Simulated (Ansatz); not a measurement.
# Lattice dynamics of CuF (model cell, started as NiAs type), part 2 of 2

Wanted: phonon frequencies of CuF (model cell, started as NiAs type) and what follows from them.

Ansatz 0.2.0; DFT PBEsol, scalar-relativistic, plane waves, PAW.

So far. Step 4 (Relaxing to small forces for the phonons): The forces vanish by symmetry and the pressure is 0.001 GPa, within the tolerances set. The cell now holds 10.38 Å³/atom. Step 5 (Linear response at the zone centre): Before it was imposed, the acoustic sum rule was missed by 6.6e-5 eV/Å². Small misses are needed for a sound result but don't prove that mesh and cutoff are converged. The relaxed cell has a = 2.722, c = 6.470 Å (conventional setting).

The structure was built from a prototype and need not be the compound's stable phase.

### 6. Phonons on a q mesh

Stability and thermal properties need the whole zone. Linear response on a 3×3×2 q mesh gives force constants as far as a supercell of that size would.

input.yaml

```yaml
crystal:
  lattice:
    - [2.7224252891, 2.7281e-06, 0.0]
    - [-1.3612150072, 2.3576880962, 0.0]
    - [0.0, 0.0, 6.4699573338]
  atoms:
    - { symbol: Cu, position: [0.0, 0.0, 0.0] }
    - { symbol: Cu, position: [0.0, 0.0, 0.5] }
    - { symbol: F, position: [0.3333333333, 0.6666666667, 0.25] }
    - { symbol: F, position: [0.6666666667, 0.3333333333, 0.75] }
kpoints:
  mp_grid: { grid: [15, 15, 8] }
hamiltonian:
  xc: pbesol
scf:
  occupations: { method: methfessel_paxton, width: 0.2 }
output:
  eigenvalues: true
phonons:
  method: dfpt
  qmesh: [3, 3, 2]
  temperatures: { t_max: 1000, t_step: 50 }
  qpath:
    path:
      - [[0.0, 0.0, 0.0], [0.5, 0.0, 0.0], [0.33333333, 0.33333333, 0.0], [0.0, 0.0, 0.0], [0.0, 0.0, 0.5], [0.5, 0.0, 0.5], [0.33333333, 0.33333333, 0.5], [0.0, 0.0, 0.5]]
      - [[0.5, 0.0, 0.5], [0.5, 0.0, 0.0]]
      - [[0.33333333, 0.33333333, 0.5], [0.33333333, 0.33333333, 0.0]]
    npoints: 10
```

The run is started by

```
$ ansatz run input.yaml --threads 4 --pin off --max-ram 7168MiB --backend cpu --events-out ev --progress --plain --runs-dir out
```

Numbers of over 12 decimals in the logs are rounded to 6 here.

The program printed:

```text
Warning: phonons: the dynamical matrix that this run interpolates holds no multipole term above the dipole-dipole one, and a site of this crystal is no centre of inversion, so its interpolated transverse optical and acoustic branches and sound speeds can stay off near Gamma, and the density of states and the thermodynamics with them. What a run solves at a wave vector of phonons.qpoints, Gamma apart, where the deck admits one, is free of this, and under fd what a larger phonons.supercell samples
[...]
Crystal: 4 atoms, lattice volume = 41.528 Å³
Basis set: ecut = 420 eV, 843 PW (Γ), exchange–correlation on 40×40×96 points (8 copies of the dense FFT grid, shifted against one another)
Bands: 32, of which v1, the nominal top of the filled ones, is band 26 counted from 1 (25 counted from 0)
Symmetry: 24 space group operations
k-points: 135 of 1800
[...]
SCF iter   1: F=—  HF=-14775.866106 eV  |F-HF|=—  |Δ(HF+E_count)|=         —  Δρ=2.29e-2  dr2=1.38e-1  ethr=1.77e-3  ⟨swp⟩=4.4  Hψ=14667  notcnv=0
[...]
SCF iter  11: F=-14775.825955 eV  HF=-14775.825955 eV  |F-HF|=3.64e-12  |Δ(HF+E_count)|=  6.00e-11  S|Δr|=    0.00e0  Δρ=1.70e-7  dr2=5.82e-12  ethr=1.00e-12  ⟨swp⟩=7.9  Hψ=21956  notcnv=0
SCF 1 converged in 11 iterations: F = -14775.825955 eV  dr2 = 5.82e-12
[...]
SCF iter   2: F=-14775.825955 eV  HF=-14775.825955 eV  |F-HF|=3.64e-12  |Δ(HF+E_count)|=   4.04e-7  S|Δr|=    0.00e0  Δρ=1.60e-7  dr2=5.71e-12  ethr=1.00e-12  ⟨swp⟩=4.0  Hψ=19162  notcnv=0
SCF 2 converged in 2 iterations: F = -14775.825955 eV  dr2 = 5.71e-12
phonons: the bands overlap, so this run is a metal and interpolates without the dipole-dipole term. If the crystal is really an insulator or semiconductor, its LO-TO splitting is missing
NSCF: frozen V_eff on 135 k-points
WARN: eigensolver did not converge (k=2): 1 band(s) unlocked after 20 sweeps at ethr=1.48e-12 eV (storage-precision floor; scheduled 1.00e-12 eV) (lowest unlocked band 31, counted from 0; max residual 4.12e-6 eV among the unlocked bands, 4.12e-6 eV over every band; other slots of this pass that fall short are told together in one closing line; warning suppressed until the next SCF loop or pass starts)
WARN: eigensolver did not converge in 3 slots of this pass, the one above among them; of largest residual over every band (k=3): 1 band(s) unlocked (lowest unlocked band 31, counted from 0; max residual 5.93e-3 eV among the unlocked bands, 5.93e-3 eV over every band); of lowest unlocked band (k=2): band 31
[...]
DFPT response loops at q = (0, 0, 0) (fractional): preconditioner auto → Kerker (q_TF=auto, 2.832 Å⁻¹) (partly filled bands, converged f_vac=0.010); β = 1.00, the filter's whole step (`scf.mixing.beta` (0.50) is not read by the response loops under this deck's `scf.mixing.preconditioner`; to damp them name `kerker` or `kerker_dos`, under which they read `scf.mixing.beta`, and type it under 1.00, their step now; both keys bind the ground state too); Broyden in place of MSR1
[...]
phonons.qmesh, q = [0.0000, 0.3333, 0.0000]: its response loops start from zero, take more passes and end by a threshold: the memory limit or budget leaves too little room for the subspace of the ground state's own states beside the solves, or none could be made (phonons.method)
[...]
SCF converged after 11 iterations
[...]
Free energy (F): -14775.825955 eV
[...]
Internal energy: -14775.838060 eV  (E = F + TS)
E sigma→0 (E₀):  -14775.828981 eV
Entropy (-TS):   0.012106 eV (3.026 meV/atom)
Fermi energy:    11.190947 eV
[...]
--- Band table (eV; the first three rows and the last of 135) ---
  k-point 0: bands = [... 22 lower, 10.4222, 10.5073, 10.5073, 10.7980, 10.7980, 14.3661, 16.6026, 23.7402, ... 2 higher]
  k-point 1: bands = [... 22 lower, 10.4970, 10.5139, 10.5139, 10.7838, 10.7838, 14.0120, 16.9830, 23.0394, ... 2 higher]
  k-point 2: bands = [... 22 lower, 10.5349, 10.5349, 10.7350, 10.7439, 10.7439, 13.2908, 17.7881, 21.9397, ... 2 higher]
  k-point 134: bands = [... 22 lower, 10.5758, 10.5758, 11.1631, 11.1631, 17.7938, 17.7938, 18.6983, 18.6983, ... 2 higher]
--- Phonons (Γ-DFPT): 4 representative perturbations + reference (Σ response iterations 13) ---
  ASR residual: 5.884e-5 → 0.000e0 eV/Å²; symmetrization residual: 1.105e-6 eV/Å²
  ASR residual per site (eV/Å²): 5.88e-5 5.88e-5 2.89e-5 2.89e-5
[...]
--- Phonons (arbitrary-q DFPT): 6 irreducible q on the 3×3×2 mesh ---
  q = [0.0000, 0.0000, 0.0000] (star 1, of the zone-centre solve; hermiticity 2.02e-7, symmetrization 7.13e-8): -140.66 -140.66 -77.65 -77.65 -43.44 -43.44 -0.00 0.00 0.00 223.15 229.57 234.08
  q = [0.0000, 0.0000, -0.5000] (star 1, 4 solved perturbations in 1793 linear systems a pass and spin channel, the states on 901 of 1800 k-point pairs; hermiticity 6.60e-7, symmetrization 5.95e-8): -118.12 -118.12 -118.12 -118.12 -36.85 -36.85 -36.85 -36.85 145.35 145.35 232.65 232.65
[...]
sum rule: each row above includes the acoustic sum rule's correction from the zone centre's row sums; it moved no ω² by more than (0.64 cm⁻¹)²
  mesh force constants: q→R imaginary residual 0.00e0; ASR residual 5.884e-5 → 0.000e0 eV/Å²; symmetrization residual 2.220e-15 eV/Å²
  interpolated dispersion: 93 rows × 12 modes
  density of states and harmonic sums: on the 27×27×10 q-mesh, interpolated from the force constants of a 3×3×2 supercell (no non-analytic term)
  largest difference from the sums on the solved wave vectors: F 5.95e-2 eV, S 7.90e-5 and C_V 2.25e-5 eV/K
  zero-point energy: 0.083911 eV/cell   skipped modes (ω ≤ 0): 1352, of them read as no rigid motion or as one in doubt: 1349 (2.829e0 modes/cell left out, lowest -140.66 cm⁻¹)   left out of the sums: 2.36e-1 of the cell's modes: C_V's classical limit lies that fraction below 3 k_B per atom; for a crystal, a wire or a layer, F and S can be off by more, and a phonons.interpolated_qmesh denser along its periods is the remedy for the sampling
```

The job ended after 26 min (4 threads of Arm Neoverse V2, shared host; peak memory 4.4 GiB).

This step gave:

```yaml
sum_rule_residual_before_enforcement: 5.88e-5 eV/Å²
lowest_frequency_on_the_path: -140.7 cm⁻¹
highest_frequency_on_the_path_or_at_a_solved_wavevector: 314.5 cm⁻¹
lowest_mode_on_the_q_mesh_acoustic_modes_at_gamma_apart: -140.7 cm⁻¹
```

Frequencies (cm⁻¹) solved at each irreducible wavevector; negative means imaginary. Frequencies by wavevector, by row:

| q in reciprocal lattice units | star | mode 1 | mode 2 | mode 3 | mode 4 | mode 10 | mode 11 | mode 12 |
| --- | --- | --- | --- | --- | --- | --- | --- | --- |
| 0 0 0 | 1 | -140.7 | -140.7 | -77.7 | -77.7 | 223.2 | 229.6 | 234.1 |
| 0 0 -0.5 | 1 | -118.1 | -118.1 | -118.1 | -118.1 | 145.3 | 232.7 | 232.7 |
| 0 0.3333 0 | 6 | -98.6 | -96.7 | -90.6 | 50.6 | 209 | 247.2 | 265.7 |
| 0 0.3333 -0.5 | 6 | -81.2 | -81.2 | 47.5 | 47.5 | 177.2 | 259.8 | 259.8 |
| 0.3333 0.3333 0 | 2 | -131 | -131 | 64.1 | 107 | 221.7 | 256.4 | 267 |
| 0.3333 0.3333 -0.5 | 2 | -138.4 | -138.4 | 88 | 88 | 234.6 | 261.7 | 261.7 |

Interpolated from a 3×3×2 q mesh, rough between the solved points. The phonon branches at the labelled points (cm⁻¹):

| point | branch 1 | branch 2 | branch 3 | branch 4 | branch 9 | branch 10 | branch 11 | branch 12 |
| --- | --- | --- | --- | --- | --- | --- | --- | --- |
| Γ | -141 | -141 | -78 | -78 | 0 | 223 | 230 | 234 |
| halfway | -109 | -78 | -75 | 34 | 182 | 189 | 210 | 213 |
| M | -126 | -114 | -69 | 61 | 158 | 208 | 291 | 314 |
| halfway | -131 | -121 | 67 | 85 | 188 | 192 | 279 | 298 |
| K | -131 | -131 | 64 | 107 | 222 | 222 | 256 | 267 |
| halfway | -89 | -88 | 43 | 48 | 169 | 205 | 215 | 228 |
| Γ | -141 | -141 | -78 | -78 | 0 | 223 | 230 | 234 |
| halfway | -136 | -136 | -92 | -92 | 78 | 198 | 225 | 241 |
| A | -118 | -118 | -118 | -118 | 145 | 145 | 233 | 233 |
| halfway | -64 | -64 | -41 | -41 | 184 | 184 | 210 | 210 |
| L | -96 | -96 | 61 | 61 | 176 | 176 | 305 | 305 |
| halfway | -123 | -123 | 84 | 84 | 187 | 187 | 290 | 290 |
| H | -138 | -138 | 88 | 88 | 235 | 235 | 262 | 262 |
| halfway | -81 | -81 | 51 | 51 | 188 | 188 | 221 | 221 |
| A | -118 | -118 | -118 | -118 | 145 | 145 | 233 | 233 |
| jump to L | -96 | -96 | 61 | 61 | 176 | 176 | 305 | 305 |
| halfway | -111 | -106 | -28 | 61 | 157 | 199 | 296 | 312 |
| M | -126 | -114 | -69 | 61 | 158 | 208 | 291 | 314 |
| jump to H | -138 | -138 | 88 | 88 | 235 | 235 | 262 | 262 |
| halfway | -135 | -135 | 72 | 102 | 229 | 229 | 258 | 265 |
| K | -131 | -131 | 64 | 107 | 222 | 222 | 256 | 267 |

Tetrahedra on a 27×27×10 mesh, mean over bins of 5 cm-1. Interpolated from a 3×3×2 q mesh, rough between the solved points. Table of phonon density of states by wavenumber; read off at these points:

wavenumber (cm⁻¹), phonon density of states (1/cm⁻¹/cell) and a bar:
```
     -142     0.0001 
     -132     0.0237 ###########
     -118     0.0349 ################
     -108     0.0369 #################
      -92     0.0285 #############
      -82     0.0243 ###########
      -68     0.0225 ###########
      -58     0.0153 #######
      -42     0.0129 ######
      -32     0.0097 #####
      -18     0.0070 ###
       -8     0.0059 ###
        8     0.0061 ###
       18     0.0079 ####
       28     0.0122 ######
       42     0.0218 ##########
       52     0.0317 ###############
       68     0.0633 ##############################
       78     0.0404 ###################
       92     0.0354 #################
      102     0.0474 ######################
      112     0.0637 ##############################
      118     0.0572 ###########################
      128     0.0336 ################
      132     0.0439 #####################
      142     0.0301 ##############
      152     0.0505 ########################
      162     0.0358 #################
      178     0.0284 #############
      188     0.0283 #############
      198     0.0558 ##########################
      202     0.0447 #####################
      212     0.0311 ###############
      228     0.0172 ########
      238     0.0110 #####
      252     0.0112 #####
      262     0.0224 ###########
      278     0.0293 ##############
      288     0.0240 ###########
      302     0.0111 #####
      312     0.0032 #
```

The partial phonon density of states has structure finer than the step of the table below, so its rows give means over 20 cm⁻¹, whole bins alone (the curve runs from -151 to 333 cm⁻¹). Peaks (cm⁻¹: height): Cu -53.3: 0.0133, 68.3: 0.0526, 110.9: 0.0484, 153.5: 0.0303; F -114.2: 0.0261, 110.9: 0.0181, 156.5: 0.0199, 199.1: 0.0318, 278.1: 0.0284.

Phonopy on the run's constants, 21x21x9 mesh, Gaussian sigma 3.5 cm-1. Interpolated from a 3×3×2 q mesh, rough between the solved points. The partial phonon density of states by wavenumber; means over each step; values in 1/cm⁻¹/cell:

| wavenumber (cm⁻¹) | Cu | F |
| --- | --- | --- |
| -140 | 0.00169 | 0.00661 |
| -120 | 0.00905 | 0.0249 |
| -100 | 0.0117 | 0.0212 |
| -80 | 0.0101 | 0.0139 |
| -60 | 0.0110 | 0.00874 |
| -40 | 0.00887 | 0.00509 |
| -20 | 0.00536 | 0.00120 |
| 0 | 0.00226 | 8.6e-4 |
| 20 | 0.00669 | 0.00262 |
| 40 | 0.0165 | 0.00509 |
| 60 | 0.0403 | 0.00669 |
| 80 | 0.0318 | 0.00864 |
| 100 | 0.0330 | 0.0125 |
| 120 | 0.0365 | 0.0149 |
| 140 | 0.0198 | 0.0141 |
| 160 | 0.0217 | 0.0182 |
| 180 | 0.0129 | 0.0173 |
| 200 | 0.0140 | 0.0287 |
| 220 | 0.00521 | 0.0195 |
| 240 | 0.00116 | 0.0101 |
| 260 | 1.1e-4 | 0.0184 |
| 280 | 1.8e-4 | 0.0263 |
| 300 | 9.4e-5 | 0.0133 |
| 320 | 8.5e-6 | 0.00126 |

Symmetry leaves 6 wavevectors to solve. The lowest mode among them, the acoustic zeros apart, lies at Γ and is imaginary, 140.7i cm⁻¹, so the energy falls along it.

### 7. Isotope substitution

An isotope changes the mass and not the force constants, so no new electronic calculation is needed; the shifts show which modes move this element.

The same force constants with the mass of Cu changed from 63.546 to 64.928 u (phonopy, no LO-TO term). Both lists are sorted by frequency; levels can cross, so a row need not hold one and the same mode. Modes under 3 cm⁻¹ are left out. Isotope shifts, by row, the first 40 of 45 rows:

| q | rank | natural mass (cm⁻¹) | changed mass (cm⁻¹) |
| --- | --- | --- | --- |
| 0 0 0 | 1 | -140.7 | -140.7 |
| 0 0 0 | 2 | -140.7 | -140.7 |
| 0 0 0 | 3 | -77.65 | -77.46 |
| 0 0 0 | 4 | -77.65 | -77.46 |
| 0 0 0 | 5 | -43.44 | -42.98 |
| 0 0 0 | 6 | -43.44 | -42.98 |
| 0 0 0 | 10 | 223.2 | 222.6 |
| 0 0 0 | 11 | 229.6 | 229.6 |
| 0 0 0 | 12 | 234.1 | 231.6 |
| 0 0 -0.5 | 1 | -118.1 | -118.1 |
| 0 0 -0.5 | 2 | -118.1 | -118.1 |
| 0 0 -0.5 | 3 | -118.1 | -118.1 |
| 0 0 -0.5 | 4 | -118.1 | -118.1 |
| 0 0 -0.5 | 5 | -36.85 | -36.47 |
| 0 0 -0.5 | 6 | -36.85 | -36.47 |
| 0 0 -0.5 | 7 | -36.85 | -36.47 |
| 0 0 -0.5 | 8 | -36.85 | -36.47 |
| 0 0 -0.5 | 9 | 145.3 | 144.4 |
| 0 0 -0.5 | 10 | 145.3 | 144.4 |
| 0 0 -0.5 | 11 | 232.7 | 231.7 |
| 0 0 -0.5 | 12 | 232.7 | 231.7 |
| 0 0.3333 0 | 1 | -98.61 | -98.27 |
| 0 0.3333 0 | 2 | -96.65 | -96 |
| 0 0.3333 0 | 3 | -90.57 | -90.57 |
| 0 0.3333 0 | 4 | 50.62 | 50.07 |
| 0 0.3333 0 | 5 | 50.69 | 50.15 |
| 0 0.3333 0 | 6 | 115.6 | 114.3 |
| 0 0.3333 0 | 7 | 117.4 | 116.5 |
| 0 0.3333 0 | 8 | 131.1 | 131.1 |
| 0 0.3333 0 | 9 | 158.2 | 156.5 |
| 0 0.3333 0 | 10 | 209 | 208.2 |
| 0 0.3333 0 | 11 | 247.2 | 247.2 |
| 0 0.3333 0 | 12 | 265.7 | 265.7 |
| 0 0.3333 -0.5 | 1 | -81.21 | -80.74 |
| 0 0.3333 -0.5 | 2 | -81.21 | -80.74 |
| 0 0.3333 -0.5 | 3 | 47.47 | 47.03 |
| 0 0.3333 -0.5 | 4 | 47.47 | 47.03 |
| 0 0.3333 -0.5 | 5 | 68.43 | 68.32 |
| 0 0.3333 -0.5 | 6 | 68.43 | 68.32 |
| 0 0.3333 -0.5 | 7 | 125.9 | 124.6 |

A mode of this element alone would shift by -1.07 %. The highest zone-centre frequency without the field goes from 234.1 to 231.6 cm⁻¹ (-1.1 %).

### 8. Results

| Property | Result |
| --- | --- |
| space group after relaxation (within 0.01 Å) | P6_3/mmc |
| volume per atom | 10.4 Å³ |
| electronic character | no gap on this mesh |
| highest optical mode at the zone centre (no LO-TO term) | 234 cm⁻¹ |
| lowest optical zone-centre mode | -141 cm⁻¹ |
| lowest mode on the q mesh (acoustic modes at Γ apart) | -141 cm⁻¹ |
| highest frequency on the path or at a solved wavevector | 314 cm⁻¹ |
| imaginary modes on the 3×3×2 q mesh | yes |

Modes are clearly imaginary (beyond 10i cm⁻¹) at 6 of the 6 irreducible wavevectors, most at Γ (140.7i cm⁻¹), so this structure is not a minimum of the energy. The optical modes at Γ span -141 to 234 cm⁻¹ (negative means imaginary). The highest mode in this list at Γ, 234.1 cm⁻¹, is mostly motion of Cu (100 % of the kinetic energy). The q mesh stands for a supercell only 8.2 Å across, so branches between the solved wavevectors are rough. With no gap, or one that is small against the smearing, the frequencies hang on the k mesh and the smearing, most of all near Kohn anomalies. A semilocal functional can close a gap that the real compound would have, so the metallic treatment may be an artefact of the level. A phonon run warned that its eigensolver left some bands unconverged in a pass. The starting cell was built on a prototype and not taken from a measurement, so the phase need not exist. These are harmonic frequencies at zero temperature: anharmonic shifts, linewidths and thermal expansion are left out.

[Logs are printed without paths, hosts, clocks, repeated set-up lines and the standing remarks that a program may print on its own settings, such as how far it seeks lower states.]

[Hosts, paths, dates, database ids (printed as entryN), source tags and the programs' standing remarks are cut or masked in the printed files.]
